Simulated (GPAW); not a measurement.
# GaN (F-43m): refractive index against wavelength

The refractive index of GaN (F-43m) below the direct gap (1.76 eV on the mesh) is read from one computed spectrum, n = √(Re ε).

Cell: a, b, c = 3.187, 3.187, 3.187 Å (primitive vectors), 2 atoms.

Method: GPAW 26.7.0, PBE, RPA, k-mesh 16×16×16, local fields up to 70 eV, Lorentzian half width 0.12 eV.

Launch of the response step: `OMP_NUM_THREADS=1 python df.py`. The run took 47 s, its band step included, on 1 thread of Arm Neoverse V1, on a shared host.

| wavelength (nm) | photon energy E (eV) | n |
| --- | --- | --- |
| 3000 | 0.413 | 2.3831 |
| 2000 | 0.620 | 2.3913 |
| 1550 | 0.800 | ? |
| 1310 | 0.946 | 2.4129 |
| 1064 | 1.165 | 2.4355 |

In the single-oscillator model n² − 1 = E₀E_d/(E₀² − E²), so 1/(n² − 1) = E₀/E_d − E²/(E₀E_d) is linear in E².

Working, on the rows shown:

| x = E² (eV²) | y = 1/(n² − 1) |
| --- | --- |
| 0.170801 | 0.213713 |
| 0.384302 | 0.21194 |
| 0.895757 | 0.207379 |
| 1.35784 | 0.202771 |

Means: x̄ = 0.70218, ȳ = 0.20895. Σ(x − x̄)(y − ȳ) = -0.007837, Σ(x − x̄)² = 0.8508. Slope = -0.007837 / 0.8508 = -0.009211; intercept = ȳ − slope · x̄ = 0.21542. Turned back into n, the line misses the rows shown by at most 0.001.

Q: What does the fit predict for the withheld row, and how well does it do?

A: At x = 0.63984 the line gives y = 0.20953, that is 2.4026. The run gave 2.4017, so the interpolation is off by 0.00094, 1.8 % of the range in the table.

Refitted with all rows, the slope is -0.009223 and the intercept 0.21547. These give E₀ = √(intercept/−slope) = 4.83 eV and E_d = E₀/intercept = 22.4 eV; E₀ is 2.7 times the direct gap. The electronic limit at long wavelengths, without lattice vibrations, is n = √(1 + 1/intercept) = 2.375. Excitons are left out; PBE gaps are as a rule too small. The values come from a sum over the points of one k-mesh and carry its error, which grows as the direct gap shrinks. Spin-orbit coupling is left out.
